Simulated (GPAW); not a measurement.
The S K edge of atom 1 in CSO (R3m), with 1 C at 1.56 Å (terminal, site symmetry 3m), was computed in 2 ways: full core hole (charged cell) and no core hole. Program and functional: GPAW, LDA, Gaussian full width 0.9 eV up to 4 eV, rising linearly to 3.5 eV at 25 eV; cells of 3 and 12 atoms (the run without a hole in the smaller).

Each run is counted from its own lowest empty level or Fermi level and scaled to a mean of 1 over its first 20 eV.

| E (eV) | run 1 | run 2 |
| --- | --- | --- |
| -2.0 | 0.00 | 0.00 |
| -1.5 | 0.00 | 0.00 |
| -1.0 | 0.12 | 0.02 |
| -0.5 | 1.70 | 0.43 |
| 0.0 | 4.22 | 2.31 |
| 0.5 | 1.99 | 3.04 |
| 1.0 | 1.92 | 1.22 |
| 1.5 | 5.51 | 0.50 |
| 2.0 | 3.12 | 1.17 |
| 2.5 | 0.38 | 1.66 |
| 3.0 | 0.23 | 1.47 |
| 3.5 | 0.27 | 1.74 |
| 4.0 | 0.23 | 1.24 |
| 4.5 | 0.30 | 1.08 |
| 5.0 | 0.39 | 1.52 |
| 5.5 | 0.44 | 1.50 |
| 6.0 | 0.56 | 1.20 |
| 6.5 | 0.87 | 0.98 |
| 7.0 | 1.31 | 0.88 |
| 7.5 | 1.45 | 0.92 |
| 8.0 | 1.13 | 0.97 |
| 8.5 | 0.79 | 0.94 |
| 9.0 | 0.64 | 0.88 |
| 9.5 | 0.64 | 0.86 |
| 10.0 | 0.70 | 0.84 |
| 10.5 | 0.74 | 0.78 |
| 11.0 | 0.73 | 0.74 |
| 11.5 | 0.71 | 0.75 |
| 12.0 | 0.68 | 0.78 |
| 12.5 | 0.67 | 0.78 |
| 13.0 | 0.67 | 0.74 |
| 13.5 | 0.69 | 0.69 |
| 14.0 | 0.70 | 0.66 |
| 14.5 | 0.72 | 0.66 |
| 15.0 | 0.73 | 0.67 |
| 15.5 | 0.74 | 0.67 |
| 16.0 | 0.76 | 0.67 |
| 16.5 | 0.79 | 0.67 |
| 17.0 | 0.83 | 0.68 |
| 17.5 | 0.88 | 0.69 |
| 18.0 | 0.91 | 0.72 |
| 18.5 | 0.94 | 0.76 |
| 19.0 | 0.96 | 0.80 |
| 19.5 | 0.99 | 0.83 |
| 20.0 | 1.03 | 0.87 |
| 20.5 | 1.09 | 0.92 |
| 21.0 | 1.15 | 0.99 |
| 21.5 | 1.22 | 1.06 |
| 22.0 | 1.28 | 1.14 |
| 22.5 | 1.34 | 1.21 |
| 23.0 | 1.38 | 1.27 |
| 23.5 | 1.42 | 1.30 |
| 24.0 | 1.43 | 1.30 |
| 24.5 | 1.43 | 1.28 |
| 25.0 | 1.40 | 1.25 |
| 25.5 | 1.35 | 1.20 |
| 26.0 | 1.28 | 1.15 |
| 26.5 | 1.19 | 1.10 |
| 27.0 | 1.09 | 1.05 |
| 27.5 | 0.98 | 0.99 |
| 28.0 | 0.89 | 0.94 |
| 28.5 | 0.80 | 0.89 |
| 29.0 | 0.72 | 0.85 |
| 29.5 | 0.66 | 0.81 |
| 30.0 | 0.62 | 0.78 |
| 30.5 | 0.59 | 0.77 |
| 31.0 | 0.57 | 0.76 |
| 31.5 | 0.57 | 0.75 |
| 32.0 | 0.58 | 0.75 |

**Question.** Which run is which?

Run 1: full core hole (charged cell) (area from −2 to 6 eV 10.5, main maxima 0.0 eV (4.22), 1.6 eV (5.63) and 7.4 eV (1.47)). Run 2: no core hole (area from −2 to 6 eV 9.8, main maxima 0.4 eV (3.19), 2.5 eV (1.66), 3.5 eV (1.74) and 5.2 eV (1.58)). With each curve scaled to its own mean, the area from −2 to 6 eV with the hole is 10.5 against 9.8, and the centre of weight from −1 to 20 eV moves by -0.5 eV (first and strongest maxima below 20 eV: 0.4 eV (3.19), 2.5 eV (1.66) and 3.5 eV (1.74) without the hole, 0.0 eV (4.22), 1.6 eV (5.63) and 7.4 eV (1.47) with it); the shape changes all the same, by 87 % r.m.s.

[Hosts, paths, dates, database ids (printed as entryN), source tags and the programs' standing remarks are cut or masked in the printed files.]

[Lists of maxima count a maximum above −3 eV only where it reaches 4 % of the highest in the window and stands out from its surroundings by 2 % of it (1.5 % where it reaches 55 %); shoulders and weaker maxima are passed over, and of the rest the first, up to two pre-edge ones and the few strongest are named.]
